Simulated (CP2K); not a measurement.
Consider 1,2-dichloroethane at its PBE geometry (Å).

```xyz
8

Cl    1.7929    0.6695   -0.9279
C     0.7003   -0.2832    0.1368
C    -0.7610    0.0378   -0.0888
Cl   -1.2031    1.6909    0.4658
H     1.0005   -0.0806    1.1706
H     0.8793   -1.3423   -0.0928
H    -1.0280   -0.0280   -1.1491
H    -1.3809   -0.6641    0.4855
```

Method: CP2K XAS_TDP, all-electron GAPW, PBEh(45%), aug-pc-1, TDA, GW2X-corrected core level, ZORA, spin–orbit coupling.

Question: Where do the Cl L₂,₃-edge lines lie, and how strong are they?

Leading lines: Cl1 202.50 eV. The leading line of an atom is its first one with 35 % of the strongest within 2.5 eV of its lowest line over the strength cut. Core ionisation energies at this level: Cl1 206.78/206.93/208.35 eV; the 2p½ level lies 1.50 eV above the 2p3/2 pair.

The first six lines of each atom with a strength over 0.0003:

```
                      atom  energy (eV)  states  strength, one atom  above the computed threshold
Cl1 (bonded to C), 2 alike       202.50       2              0.0059                              
                                 204.00       2              0.0043                              
                                 204.96       2              0.0008                              
                                 205.05       1              0.0011                              
                                 206.57       3              0.0013                              
                                 207.57       5              0.0004                           yes
```

Lines are vertical, at one geometry, with no vibrational structure. GW2X ionisation energies and lines can be off by 1 to 2 eV either way, and a good line position may hide errors that cancel. Rydberg lines, and the discretised continuum above threshold, depend on the basis and the box.

[Banner, clock and machine lines of the logs are left out without a mark of their own.]

[Logs are printed without paths, hosts, clocks, repeated set-up lines and the standing remarks that a program may print on its own settings, such as how far it seeks lower states.]

[Hosts, paths, dates, database ids (printed as entryN), source tags and the programs' standing remarks are cut or masked in the printed files.]
